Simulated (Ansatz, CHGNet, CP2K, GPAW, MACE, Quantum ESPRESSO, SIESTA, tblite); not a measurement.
## Running random packing of P38S62 (at. %) (64 atoms) with Quantum ESPRESSO

Aim: run random packing of P38S62 (at. %) (64 atoms) in Quantum ESPRESSO and see how near its forces come to a plane-wave reference, and at what cost.

Method: the method is named at each step, in Quantum ESPRESSO 7.5.

## (1) The starting structure

The cell holds 64 atoms: 24 P and 40 S. Its edges and angles: a = 11.721 Å, b = 11.721 Å, c = 11.721 Å, α = 90.0°, β = 90.0°, γ = 90.0°. 64 atoms (24 P, 40 S) packed at random in a cube at 2.09 g/cm³ and pushed apart as soft spheres; a start for melting by ab initio MD, not an equilibrated structure. Then every atom was moved at random, 0.02 Å r.m.s. a Cartesian component.

The yardstick, on the same geometry:

```
method                 : Kohn-Sham DFT, PBE, PAW, plane waves (Ansatz 0.2.0); cutoff 420 eV, Γ point, fermi-dirac smearing of 0.05 eV; PAW set soft_2
r.m.s. force component : 0.9487 eV/Å
longest force          : 3.179 eV/Å
pressure               : -8.756 GPa
SCF cycles             : 11
time                   : 13 s on 4 threads of Arm Neoverse V2, shared host
CPU time               : 49 s
```

## (2) PBE, sssp-1.3.0-efficiency, 45/360 Ry

Method: Kohn-Sham DFT, PBE, SSSP efficiency 1.3.0 pseudopotentials, plane waves.

File pw.in:

```
&control
  calculation = 'scf'
  pseudo_dir = './pseudo'
  outdir = './tmp'
  disk_io = 'none'
  tprnfor = .true.
  tstress = .true.
/
&system
  ibrav = 0
  nat = 64
  ntyp = 2
  ecutwfc = 45
  ecutrho = 360
  nosym = .true.
  occupations = 'smearing'
  smearing = 'fd'
  degauss = 0.003675
/
&electrons
  conv_thr = 3.2e-07
  electron_maxstep = 100
  mixing_beta = 0.4
  mixing_mode = 'plain'
  diagonalization = 'david'
/
ATOMIC_SPECIES
P 30.974 P.upf
S 32.060 S.upf
CELL_PARAMETERS angstrom
11.72110 0.00000 0.00000
0.00000 11.72110 0.00000
0.00000 0.00000 11.72110
ATOMIC_POSITIONS crystal
P 0.76292 0.75897 0.44343
P 0.33098 0.20427 0.32643
P 0.00052 0.14374 0.75804
P 0.07822 0.42112 0.96907
P 0.70302 0.54932 0.97980
P 0.46399 0.56316 0.21088
P 0.75159 0.68446 0.24259
P 0.62815 0.20172 0.98840
P 0.99403 0.20937 0.99870
P 0.84546 0.56757 0.76567
P 0.52430 0.01849 0.39902
P 0.93441 0.90350 0.41401
P 0.33171 0.46410 0.83760
P 0.63551 0.94042 0.97090
P 0.68098 0.32895 0.15976
P 0.81944 0.92836 0.24621
P 0.40157 0.85255 0.50057
P 0.16019 0.16294 0.61158
P 0.50659 0.75167 0.93296
P 0.33947 0.92567 0.76582
P 0.21651 0.74677 0.44435
P 0.21506 0.35818 0.52576
P 0.12582 0.50598 0.21002
P 0.17744 0.97038 0.36564
S 0.63855 0.18597 0.51129
S 0.50925 0.54313 0.90007
S 0.15002 0.42264 0.71585
S 0.65210 0.62749 0.57877
S 0.00687 0.28554 0.28868
S 0.38359 0.01173 0.17343
S 0.90249 0.96426 0.84376
S 0.14650 0.19145 0.15534
S 0.51724 0.75715 0.22048
S 0.41131 0.20874 0.53448
S 0.98915 0.92751 0.61102
S 0.97615 0.62586 0.45022
S 0.65069 0.39905 0.74511
S 0.24514 0.65203 0.72619
S 0.83843 0.38102 0.63932
S 0.51806 0.04865 0.60334
S 0.29154 0.39800 0.04748
S 0.75090 0.76513 0.67928
S 0.68967 0.93889 0.49730
S 0.95770 0.23773 0.54025
S 0.05687 0.71080 0.85064
S 0.29889 0.81421 0.27287
S 0.17578 0.92604 0.95534
S 0.86579 0.32898 0.85636
S 0.79640 0.06586 0.07816
S 0.55678 0.89336 0.76334
S 0.29982 0.43719 0.29519
S 0.37970 0.54206 0.62294
S 0.15740 0.96363 0.15771
S 0.65932 0.08961 0.78365
S 0.48459 0.32033 0.06762
S 0.18829 0.61694 0.99999
[... 4 atom lines left out ...]
S 0.47253 0.05339 0.89890
S 0.85729 0.09384 0.38909
S 0.47114 0.40655 0.49593
S 0.90543 0.65851 0.01675
K_POINTS gamma
```

The run is started by

```bash
$ OMP_NUM_THREADS=1 mpirun -np 4 pw.x -in pw.in > output.txt
```

Log:

```text
Program PWSCF
     gamma-point specific algorithms are used
     one sub-group per band group will be used
     scalapack distributed-memory algorithm (size of sub-group:  2*  2 procs)
     Parallelization info
     sticks:   dense  smooth     PW     G-vecs:    dense   smooth      PW
     Min        3510    1755    437               313438   110705   13863
     Max        3512    1758    440               313448   110710   13868
     Sum       14045    7025   1757              1253777   442831   55467
     bravais-lattice index     =            0
     lattice parameter (alat)  =      22.1497  a.u.
     unit-cell volume          =   10866.8010 (a.u.)^3
     number of atoms/cell      =           64
     number of atomic types    =            2
     number of electrons       =       360.00
     number of Kohn-Sham states=          216
     kinetic-energy cutoff     =      45.0000  Ry
     charge density cutoff     =     360.0000  Ry
     scf convergence threshold =      3.2E-07
     mixing beta               =       0.4000
     number of iterations used =            8  plain     mixing
     Exchange-correlation=  SLA  PW   PBX  PBC
                           (   1   4   3   4   0   0   0)
     crystal axes: (cart. coord. in units of alat)
               a(1) = (   1.000000   0.000000   0.000000 )
               a(2) = (   0.000000   1.000000   0.000000 )
               a(3) = (   0.000000   0.000000   1.000000 )
     reciprocal axes: (cart. coord. in units 2 pi/alat)
               b(1) = (  1.000000  0.000000  0.000000 )
               b(2) = (  0.000000  1.000000  0.000000 )
               b(3) = (  0.000000  0.000000  1.000000 )
     PseudoPot. # 1 for P :
     Pseudo is Ultrasoft + core correction, Zval =  5.0
     PseudoPot. # 2 for S :
     Pseudo is Ultrasoft + core correction, Zval =  6.0
     atomic species   valence    mass     pseudopotential
     P                 5.00    30.97400     P ( 1.00)
     S                 6.00    32.06000     S ( 1.00)
     No symmetry found
   Cartesian axes
     number of k points=     1  Fermi-Dirac smearing, width (Ry)=  0.0037
                       cart. coord. in units 2pi/alat
        k(    1) = (   0.0000000   0.0000000   0.0000000), wk =   2.0000000
     Dense  grid:   626889 G-vectors     FFT dimensions: ( 135, 135, 135)
     Smooth grid:   221416 G-vectors     FFT dimensions: (  96,  96,  96)
     Initial potential from superposition of free atoms
     starting charge     359.9947, renormalised to     360.0000
     Starting wfcs are  256 randomized atomic wfcs
     Self-consistent Calculation
     iteration #  1     ecut=    45.00 Ry     beta= 0.40
     total energy              =   -1294.31999548 Ry
     estimated scf accuracy    <       3.99908206 Ry
     iteration #  2     ecut=    45.00 Ry     beta= 0.40
     total energy              =   -1291.87235924 Ry
     estimated scf accuracy    <      70.35697471 Ry
     iteration #  3     ecut=    45.00 Ry     beta= 0.40
     total energy              =   -1295.58191501 Ry
     estimated scf accuracy    <      12.09748357 Ry
     iteration #  4     ecut=    45.00 Ry     beta= 0.40
     total energy              =   -1296.25133981 Ry
     estimated scf accuracy    <       0.90742025 Ry
     iteration #  5     ecut=    45.00 Ry     beta= 0.40
     total energy              =   -1296.32143968 Ry
     estimated scf accuracy    <       0.83195679 Ry
     iteration #  6     ecut=    45.00 Ry     beta= 0.40
     total energy              =   -1296.36708396 Ry
     estimated scf accuracy    <       0.25119673 Ry
[...]
total energy              =   -1296.40283379 Ry
[...]
iteration # 29     ecut=    45.00 Ry     beta= 0.40
     total energy              =   -1296.40283382 Ry
     estimated scf accuracy    <       0.00000041 Ry
     iteration # 30     ecut=    45.00 Ry     beta= 0.40
     total energy              =   -1296.40283382 Ry
     estimated scf accuracy    <       0.00000116 Ry
     iteration # 31     ecut=    45.00 Ry     beta= 0.40
     End of self-consistent calculation
          k = 0.0000 0.0000 0.0000 ( 27734 PWs)   bands (ev):
   -12.0153 -11.4878 -11.1770 -11.0207 -10.8848 -10.5383 -10.3473 -10.2175
    -9.9932  -9.9146  -9.8138  -9.6854  -9.5481  -9.4668  -9.3517  -9.2219
    -9.0891  -8.9904  -8.9131  -8.8737  -8.7924  -8.6351  -8.6097  -8.4823
    -8.4311  -8.2970  -8.2160  -8.1635  -7.9927  -7.9691  -7.8729  -7.7958
    -7.7514  -7.5601  -7.5086  -7.4275  -7.3619  -7.3048  -7.1564  -7.0593
    -6.8122  -6.6652  -6.6052  -6.5232  -6.2877  -6.2079  -6.1051  -6.0531
[...]
4.2024   4.2491   4.2538   4.3276   4.3570   4.4053   4.4163   4.4439
     4.4986   4.5858   4.6411   4.6978   4.7568   4.7780   4.8334   4.8546
     4.9033   4.9571   5.0128   5.0672   5.0926   5.1628   5.2253   5.2695
     the Fermi energy is     3.6574 ev
!    total energy              =   -1296.40283374 Ry
     estimated scf accuracy    <       0.00000018 Ry
     smearing contrib. (-TS)   =      -0.03129236 Ry
     internal energy E=F+TS    =   -1296.37154138 Ry
     The total energy is F=E-TS. E is the sum of the following terms:
     one-electron contribution =     -96.66963449 Ry
     hartree contribution      =     191.50443519 Ry
     xc contribution           =    -430.52583273 Ry
     ewald contribution        =    -960.68050934 Ry
     convergence has been achieved in  31 iterations
     Forces acting on atoms (cartesian axes, Ry/au):
     atom    1 type  1   force =    -0.00735043   -0.01621553    0.00591299
     atom    2 type  1   force =    -0.00039159   -0.02533820   -0.01570116
     atom    3 type  1   force =    -0.02945187   -0.02387613    0.01660945
     atom    4 type  1   force =     0.01583031   -0.00376076    0.04262216
     atom    5 type  1   force =     0.02416604    0.01794500   -0.02039080
     atom    6 type  1   force =     0.02370587    0.06003048    0.00139801
[...]
atom   62 type  2   force =     0.03107203   -0.06414630   -0.03289981
     atom   63 type  2   force =    -0.02429639   -0.00038586    0.03697344
     atom   64 type  2   force =    -0.00934579    0.00879842   -0.01977233
     Total force =     0.512118     Total SCF correction =     0.000940
     Computing stress (Cartesian axis) and pressure
          total   stress  (Ry/bohr**3)                   (kbar)     P=      -87.67
  -0.00051976  -0.00009420  -0.00003134          -76.46      -13.86       -4.61
  -0.00009420  -0.00063391  -0.00000779          -13.86      -93.25       -1.15
  -0.00003134  -0.00000779  -0.00063433           -4.61       -1.15      -93.31
     Message from routine punch:
     Nothing written, as per user request (disk_io='none')
```

The job ended after 3.9 min (4 MPI ranks of Arm Neoverse V2, shared host; peak memory 3.8 GiB).

Banners, paths, timers and routine set-up lines are dropped from the logs unmarked, and long logs keep their key lines alone; longer cuts are marked.

Against the reference:

```yaml
r_m_s_force_component: 0.9503 eV/Å
r_m_s_difference_of_force_components: 2.143 meV/Å
longest_difference_of_force_vectors: 7.375 meV/Å
force_difference_over_r_m_s_force: 0.2259 %
slope_of_forces_against_the_reference_s: 1.002
correlation_of_force_components: 1
pressure: -8.767 GPa
pressure_difference: -0.0114 GPa
```

Length of the force difference by element (eV/Å):

| element | atoms | mean | most |
| --- | --- | --- | --- |
| P | 24 | 0.0026 | 0.0062 |
| S | 40 | 0.0038 | 0.0074 |

The surroundings of S55, which bears the longest force, nearest first, numbered as they follow in the input and with coordinates relative to it.

```
atom      x      y      z  distance (Å)     Fx     Fy  Fz (eV/Å)
 S55   0.00   0.00   0.00          0.00   3.02  -0.86       0.51
  P8   1.68  -1.39  -0.93          2.37  -0.35   0.76       1.36
 S41  -2.26   0.91  -0.24          2.45  -1.09  -0.92      -1.98
 P15   2.30   0.10   1.08          2.54  -1.04   0.59      -1.83
 S59  -1.84  -0.56  -2.02          2.79  -0.07   1.38       0.56
 S26   0.29   2.61  -1.96          3.28   1.12   1.63       0.61
  P6  -0.24   2.85   1.68          3.31   0.61   1.54       0.04
 P13  -1.79   1.69  -2.70          3.65  -0.85  -0.69      -0.81
 S51  -2.17   1.37   2.67          3.70  -0.11   0.17      -1.02
 S61  -0.14  -3.13  -1.98          3.70   0.34  -0.23       0.86
  P2  -1.80  -1.36   3.03          3.78  -0.01  -0.65      -0.40
  P5   2.56   2.68  -1.03          3.85   0.62   0.46      -0.52
```

Forces lie 0.23 % from the reference's, at 19 times its CPU time.

## (3) Results

* force difference from the reference: QE PBE, sssp-1.3.0-efficiency, 45/360 Ry, 0.23 %
* its CPU time: 16 min

PBE on plane waves or a grid with other potentials, cutoffs or grids differs from the reference by 0.23 % (QE PBE, sssp-1.3.0-efficiency, 45/360 Ry) of the r.m.s. force; this holds the reference's own error, so differences of a few per cent don't tell which side is nearer the exact PBE result (QE's 45 Ry are 612 eV, against the reference's 420 eV). The reference's pressure of -8.8 GPa belongs to a cell and atoms that aren't relaxed at this level. The electronic-structure runs sample only Γ, in a cell whose shortest periodic width is 12 Å, which is coarse for a cell with partly filled levels.

[Also dropped from logs without a mark: logging warnings of Python, and SIESTA's first energy breakdown and zero terms.]

[Logs are printed without paths, hosts, clocks, repeated set-up lines and the standing remarks that a program may print on its own settings, such as how far it seeks lower states.]

[Hosts, paths, dates, database ids (printed as entryN), source tags and the programs' standing remarks are cut or masked in the printed files.]
